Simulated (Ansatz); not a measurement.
## Structural relaxation of a frame of liquid Na2CO3 from 1100 K (174 atoms)

Aim: bring a frame of liquid Na2CO3 from 1100 K (174 atoms) to a nearby minimum of the energy and see what moves.

Calculated with Ansatz 0.2.0; Kohn-Sham DFT, PBEsol, PAW (set soft_2), plane waves.

## 1. Set-up

The cell holds 174 atoms: 29 C, 87 O and 58 Na. Cell: a = 13.697 Å, b = 13.697 Å, c = 13.697 Å, α = 90.0°, β = 90.0°, γ = 90.0°. 58 Na+, 29 CO3 2- placed at random, at 1.99 g/cm³; overlaps pushed apart, then 10 ps at 1500 K with harmonic planar carbonate ions with charges +1 on C and -1 on O; Joung-Cheatham ions (J. Phys. Chem. B 112, 9020 (2008)); charges of ions scaled by 0.8. Snapshot after 20 ps at 1100 K and fixed volume. The starting density is a measured one.

Limits known from the start: The starting topology of bonds comes from the classical model. Only the Γ point is sampled, in a cell whose shortest periodic width is 14 Å.

## 2. Single point at the start

The forces at the start show how far the geometry lies from a minimum of this functional.

The input, input.yaml:

```yaml
crystal:
  lattice:
    - [13.69749, 0.0, 0.0]
    - [0.0, 13.69749, 0.0]
    - [0.0, 0.0, 13.69749]
  atoms:
    - { symbol: C, position: [0.2825, 0.21528, 0.88177] }
    - { symbol: O, position: [0.21869, 0.27806, 0.86024] }
    - { symbol: O, position: [0.25829, 0.14643, 0.93942] }
    - { symbol: O, position: [0.37326, 0.2223, 0.84658] }
    [... 164 atom lines left out ...]
    - { symbol: Na, position: [0.95949, 0.99422, 0.6847] }
    - { symbol: Na, position: [0.48184, 0.23383, 0.50985] }
    - { symbol: Na, position: [0.18087, 0.4082, 0.96669] }
    - { symbol: Na, position: [0.70376, 0.81901, 0.61055] }
    - { symbol: Na, position: [0.75911, 0.08534, 0.14745] }
    - { symbol: Na, position: [0.40102, 0.69883, 0.4965] }
kpoints:
  mp_grid: { grid: [1, 1, 1] }
hamiltonian:
  xc: pbesol
scf:
  occupations: { method: fixed }
output:
  forces: true
  stress: true
  populations: true
  dos:
    method: { smearing: { sigma: 0.15 } }
    de: 0.1
    projected: { site_lists: { C: [C], Na: [Na], O: [O] } }
  eigenvalues: true
```

The run is started by

```
$ ansatz run input.yaml --threads 4 --pin off --max-ram 8192MiB --backend cpu --events-out ev --progress --plain --runs-dir out
```

Run time: 74 s. Hardware: 4 threads of Intel Xeon Platinum 8259CL at 2.50GHz (Skylake/Cascade Lake), shared host; peak memory 4.6 GiB; 4.5 min of CPU time.

The run gave:

```
free energy                                      : -141586.0318 eV
free energy per atom                             : -813.7128 eV/atom
SCF cycles                                       : 12
pressure                                         : 4.477 GPa
r.m.s. force component                           : 2.301 eV/Å
longest force                                    : 12.62 eV/Å
Fermi energy                                     : 3.481 eV
gap (highest filled to lowest empty level) : 0.9345 eV
spilling of the projection                       : 0.007069
```

The r.m.s. force component of 2.3 eV/Å and the pressure of 4.5 GPa set the starting point.

Neighbours are counted within 3.09 Å (O-Na), 1.73 Å (O-C).

Length of the force by element and coordination:

```
element  coordination  atoms  mean length of the force (eV/Å)  spread   least   most
      C           all     29                             4.51    1.72    2.04   9.41
     Na           all     58                            0.663   0.295  0.0916   1.41
     Na             2      1                            0.445       0   0.445  0.445
     Na             3      2                            0.515   0.142   0.373  0.658
     Na             4      7                            0.719   0.314   0.218   1.24
     Na             5     21                            0.693   0.326   0.174   1.41
     Na             6     19                            0.597   0.266  0.0916   1.09
     Na             7      7                            0.757   0.256   0.253   1.09
     Na             8      1                            0.773       0   0.773  0.773
      O           all     87                             4.16    2.52   0.611   12.6
      O             3      7                             4.01    1.97    1.63   7.76
      O             4     35                             4.25    2.46    1.15   12.6
      O             5     32                             3.94    2.54   0.611   10.1
      O             6     13                             4.56    2.81    1.48   11.2
```

## 3. Relaxation

The atoms are relaxed in the fixed cell, aiming at the force tolerance of the input.

input.yaml, the sections that differ from step 2:

```yaml
output:
  forces: true
relax:
  f_tol: 0.05
  max_steps: 139
# crystal, kpoints, hamiltonian, scf: as in step 2
```

The job ended after 27 min (4 threads; peak memory 4.1 GiB; 1.8 h of CPU time).

Relaxation path (22 of 55):

```
step  energy less that of the first step (eV)  largest force component (eV/Å)
   1                                   0.0000                         12.0605
   4                                 -27.9134                          2.1078
   6                                 -32.1611                          0.8521
   9                                 -34.7351                          0.6475
  11                                 -35.8471                          0.9340
  14                                 -36.9337                          0.2943
  16                                 -37.3625                          0.2337
  19                                 -38.1011                          0.3021
  22                                 -38.6573                          0.4306
  24                                 -38.9211                          0.3364
  27                                 -39.2185                          0.0835
  29                                 -39.2605                          0.1348
  32                                 -39.3201                          0.7475
  34                                 -39.4110                          0.2610
  37                                 -39.4623                          0.1162
  40                                 -39.5310                          0.0746
  42                                 -39.5671                          0.2213
  45                                 -39.6552                          0.0957
  47                                 -39.6807                          0.3638
  50                                 -39.6989                          0.0454
  52                                 -39.7057                          0.0648
  55                                 -39.7154                          0.0315
```

Relaxation steps 35, 51 were tried and not accepted.

The atoms that moved most (Å):

```
 atom      dx      dy      dz  length
Na134  -0.908   0.485  -2.345   2.561
Na125  -0.432  -0.813   1.717   1.948
Na131   0.680  -1.060  -1.418   1.897
  O44   0.831   0.053  -1.612   1.814
Na165   1.512   0.771  -0.632   1.811
  O91   0.350  -0.225   1.720   1.769
Na119  -0.754  -1.390  -0.645   1.708
  O82  -0.057   1.604   0.533   1.691
```

The relaxation changed the energy by -228 meV/atom, and atoms moved by 0.93 Å r.m.s., 2.6 Å at most.

## 4. Structure statistics after relaxation

Bonds before and after, by the cutoffs listed below:

```
pair  bonds before  bonds after  mean before (Å)  mean after (Å)  spread before (Å)  spread after (Å)
O-Na           294          296            2.541           2.436              0.213             0.143
 O-C            87           87            1.267           1.297              0.050             0.007
```

Density 1.99 g/cm³, 14.77 Å³ an atom.

Pair distribution functions g(r), in bins of 0.2 Å:

```
r (Å)  total   O-O  O-Na    O-C  Na-Na  Na-C   C-C
 1.20   2.37  0.00  0.00  14.20   0.00  0.00  0.00
 1.40   1.16  0.00  0.00   6.90   0.00  0.00  0.00
 1.60   0.00  0.00  0.00   0.00   0.00  0.00  0.00
 1.80   0.00  0.00  0.00   0.00   0.00  0.00  0.00
 2.00   0.00  0.00  0.00   0.00   0.00  0.00  0.00
 2.20   1.70  4.69  1.58   0.00   0.00  0.00  0.00
 2.40   2.24  0.00  6.71   0.00   0.00  0.00  0.00
 2.60   0.55  0.00  1.31   0.00   0.00  1.05  0.00
 2.80   0.65  0.00  0.53   0.00   0.15  4.13  0.00
 3.00   0.52  0.18  0.18   0.09   1.07  2.50  0.00
 3.20   1.02  1.05  0.51   0.47   1.89  2.67  0.00
 3.40   1.06  1.25  0.58   0.53   1.58  2.53  0.62
 3.60   1.08  1.46  0.78   0.49   1.78  1.42  0.55
 3.80   0.99  1.29  0.96   0.82   1.32  0.47  0.68
 4.00   1.12  1.08  1.28   1.42   1.29  0.23  0.75
 4.20   1.03  0.99  1.11   1.62   0.89  0.24  0.69
 4.40   1.15  1.01  1.04   2.17   1.02  0.32  1.51
 4.60   0.96  0.90  0.90   1.66   0.63  0.43  1.37
 4.80   0.84  0.92  0.84   0.90   0.98  0.21  1.69
 5.00   0.93  0.99  0.86   1.23   0.82  0.54  1.37
 5.20   1.03  1.23  1.02   0.92   0.79  0.74  2.17
 5.40   1.07  1.22  0.96   0.83   0.97  1.27  1.93
 5.60   1.02  1.06  1.08   0.74   0.99  1.13  1.40
 5.80   1.00  0.99  0.94   0.90   1.03  1.32  0.80
 6.00   1.06  0.90  0.97   1.00   1.40  1.44  1.23
 6.20   1.04  0.85  1.06   1.00   1.14  1.43  0.95
 6.40   1.03  0.95  0.98   1.19   1.02  1.18  0.59
 6.60   0.92  0.93  0.94   0.85   1.10  0.96  0.28
```

Bonds by pair of elements; cutoffs follow the first minimum of g(r), held within bounds set by covalent radii, and pairs that aren't listed don't count as bonded:

```
pair A-B  cutoff (Å)  bonds  mean length (Å)  spread (Å)  shortest (Å)  B about A  A about B
    O-Na        2.98    296             2.44       0.143          2.22       3.40       5.10
     O-C        1.73     87             1.30       0.007          1.28          1          3
```

How many atoms have how many bonded neighbours:

```
element  mean   3   4   5   6  7
      C     3  29   0   0   0  0
     Na  5.10   0  13  28  15  2
      O  4.40   5  44  36   2  0
```

Bond angles (no mean is given where the spread exceeds 20°):

```
  angle  count  mean (°)  spread (°)
 O-Na-O    625         -           -
Na-O-Na    373         -           -
 C-O-Na    296         -           -
  O-C-O     87       120         0.8
```

Bond length by coordination (bonds to H left out):

```
element  coordination  atoms  mean bond length (Å)
     Na             4     13                  2.38
     Na             5     28                  2.41
     Na             6     15                  2.49
     Na             7      2                  2.52
      O             3      5                  1.99
      O             4     44                  2.12
      O             5     36                  2.24
      O             6      2                  2.34
```

With the cutoffs above, all C atoms have 3, 48 % of Na atoms have 5 and 51 % of O atoms have 4 bonded neighbours.

## 5. Single point at the relaxed geometry

One more single point at the end of the walk gives the fuller output and checks the residual forces.

The input, input.yaml:

```yaml
crystal:
  lattice:
    - [13.69749, 0.0, 0.0]
    - [0.0, 13.69749, 0.0]
    - [0.0, 0.0, 13.69749]
  atoms:
    - { symbol: C, position: [0.28564, 0.21307, 0.84369] }
    - { symbol: O, position: [0.22593, 0.27306, 0.80022] }
    - { symbol: O, position: [0.27981, 0.11996, 0.82995] }
    - { symbol: O, position: [0.35372, 0.24818, 0.89988] }
    [... 164 atom lines left out ...]
    - { symbol: Na, position: [0.97616, 0.00703, 0.65552] }
    - { symbol: Na, position: [0.47424, 0.20596, 0.4939] }
    - { symbol: Na, position: [0.1398, 0.41278, 0.8791] }
    - { symbol: Na, position: [0.72254, 0.82873, 0.64496] }
    - { symbol: Na, position: [0.7587, 0.10108, 0.17577] }
    - { symbol: Na, position: [0.36175, 0.73854, 0.46492] }
kpoints:
  mp_grid: { grid: [1, 1, 1] }
hamiltonian:
  xc: pbesol
scf:
  occupations: { method: fixed }
output:
  forces: true
  stress: true
  populations: true
  dos:
    method: { smearing: { sigma: 0.08 } }
    de: 0.1
    projected: { site_lists: { C: [C], Na: [Na], O: [O] } }
  eigenvalues: true
  write_density: true
  write_potential: true
  volumetric_format: npy
```

Wall time 68 s (4 threads); peak memory 4.6 GiB; 4.3 min of CPU time.

The program notes that the exchange-correlation potential is rough where the density is thin.

Numbers from this run:

* free energy: -141625.7472 eV
* free energy per atom: -813.9411 eV/atom
* SCF cycles: 10
* pressure: -1.43 GPa
* r.m.s. force component: 0.00733 eV/Å
* longest force: 0.04265 eV/Å
* Fermi energy: 2.088 eV
* gap (highest filled to lowest empty level): 3.261 eV
* spilling of the projection: 0.006423

Löwdin charges by element and coordination (they lack the spilled electrons, 0.043 e an atom on average):

```
element  coordination  atoms  mean charge (e)  spread   least    most
      C           all     29            0.645  0.0099   0.619   0.665
     Na           all     58            0.785  0.0114   0.761   0.815
     Na             4     13            0.796  0.0068   0.785   0.807
     Na             5     28            0.785  0.0088   0.774   0.815
     Na             6     15            0.775  0.0079   0.765   0.790
     Na             7      2            0.766  0.0059   0.761   0.772
      O           all     87           -0.652  0.0144  -0.683  -0.607
      O             3      5           -0.629   0.012  -0.641  -0.607
      O             4     44           -0.649  0.0121  -0.673  -0.625
      O             5     36           -0.659  0.0129  -0.683  -0.632
      O             6      2           -0.662  4.0e-4  -0.662  -0.661
```

Density of states as counts of states in windows of 1 eV (from the Fermi level), total and the larger projections:

```
from (eV)  to (eV)  total    O p  Na s   C p   O s
      -14       -9    0.0    0.0   0.0   0.0   0.0
       -9       -8    0.6    0.3   0.0   0.0   0.1
       -8       -7   57.4   31.8   2.3   0.2  16.4
       -7       -6   54.3   34.8   1.2  11.9   5.7
       -6       -5  119.7   75.9   1.2  28.5  12.3
       -5       -3    0.0    0.0   0.0   0.0   0.0
       -3       -2   87.8   81.9   4.0   0.2   0.3
       -2       -1  144.2  140.7   1.1   0.2   0.1
       -1        0   55.3   54.6   0.1   0.0   0.0
        0        1    2.7    2.7   0.0   0.0   0.0
        1        3    0.0    0.0   0.0   0.0   0.0
        3        4    2.0    0.0   1.5   0.0   0.4
        4        5   24.3    2.2  15.2   2.5   2.2
```

The curve was stored every 0.10 eV, coarse against its broadening of 0.08 eV, so these counts are rough.

With fixed occupations the program's Fermi level is the highest filled level; weight inside the gap is the broadening of levels at its edges.

Between -26 and -14 eV lie 522 more states.

The stored curve holds about 1044 of the 1160 electrons; the rest, give or take the few that broadening carries across the Fermi level, lie in deeper levels below its range.

The levels nearest the highest filled one (over half full), pooled over k-points and spins:

```
level less the highest filled one (eV)  occupation
                                -0.203           2
                                -0.194           2
                                -0.153           2
                               -0.0668           2
                               -0.0388           2
                                     0           2
                                  3.26           0
                                  4.11           0
                                  4.15           0
                                  4.21           0
                                  4.25           0
                                  4.34           0
```

Mean Löwdin charges: C +0.64, Na +0.78, O -0.65 e (they miss 0.64 % of the electrons, so they add up to more than the cell's charge). The largest share in the top eV of filled states is O p (100 % of the projected weight), and in the lowest eV of empty states Na s (77 % of the projected weight).

## 6. What came out

* energy change in the relaxation: -228.2 meV/atom
* r.m.s. displacement: 0.932 Å
* largest displacement: 2.561 Å
* free energy per atom: -813.9411 eV/atom
* pressure: -1.43 GPa
* r.m.s. force component: 0.00733 eV/Å
* gap (highest filled to lowest empty level): 3.261 eV
* wall time of the 3 DFT runs: 30 min

**Reading.** Relaxation lowers the energy by 228 meV/atom and moves atoms by 0.93 Å r.m.s.; the r.m.s. force component goes from 2.3 to 0.0073 eV/Å, the pressure goes from 4.5 to -1.4 GPa, and the gap from 0.934 to 3.26 eV. By the final cutoffs 75 of 381 bonded pairs parted and 77 joined. The energy was still falling by growing amounts at the end, so a soft direction may be left unrelaxed. From the first step to the last the energy fell by 39.715 eV, and the largest move was 2.56 Å (Na134). The O-Na bonds change most in mean length: from 2.541 Å (spread 0.213) to 2.436 Å (spread 0.143), and their number from 294 to 296. With the cutoffs above, all C atoms have 3, 48 % of Na atoms have 5 and 51 % of O atoms have 4 bonded neighbours. The highest filled and lowest empty levels differ by 3.26 eV (at Γ alone); a semilocal functional tends to put such gaps too low. In a disordered cell it changes from sample to sample and from frame to frame.

What to keep in mind: The starting topology of bonds comes from the classical model; in DFT 75 of its 381 bonded pairs passed out of the cutoffs and 77 came within them.

[Logs are printed without paths, hosts, clocks, repeated set-up lines and the standing remarks that a program may print on its own settings, such as how far it seeks lower states.]

[Hosts, paths, dates, database ids (printed as entryN), source tags and the programs' standing remarks are cut or masked in the printed files.]
